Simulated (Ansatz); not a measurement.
# A thicker film of HfO2 (110) from two thinner ones

In a field along its normal an insulating film takes a dipole p. Written as a length, p/(ε₀AE), it should grow by 1 − 1/ε for each ångström added.

How it was computed: Ansatz 0.2.0, plane waves with PAW datasets (its set soft_2), LDA; fluorite films relaxed at a bulk in-plane lattice constant near the measured one, then held in weak fields of both signs with a dipole correction (A is the cell's area, E the outer field).

| run | distance between the outer atoms (Å) | p/(ε₀AE) (Å) |
| --- | --- | --- |
| 4 units | 5.319 | 6.087 |
| 6 units | 8.787 | 8.973 |
| 9 units | 13.991 | ? |

Q: Estimate the withheld value from the rows shown.

Two rows fix a line: slope = (8.973 − 6.087) / (8.787 − 5.319) = 0.8322, intercept 1.6605. That slope means ε = 1/(1 − 0.8322) = 5.96. At 13.991 it gives 0.8322 × 13.991 + 1.6605 = 13.304 Å, beyond the rows fitted. Rounding of the rows alone allows about ±0.004 Å there; two rows can't show whether the line holds.

The run itself gives 13.275 Å: a miss of −0.029 Å, or 0.2 % of the value. The length is met to within 1 %, though ε is more sensitive than the length: the two thickest films give ε = 5.77.

**Limits.** This is the electronic response alone. A unit is one step of the cut along the normal (a plane, a pair of planes or a cell), and the layers relax along it, away from their bulk spacing where the functional's lattice constant differs from the one held.
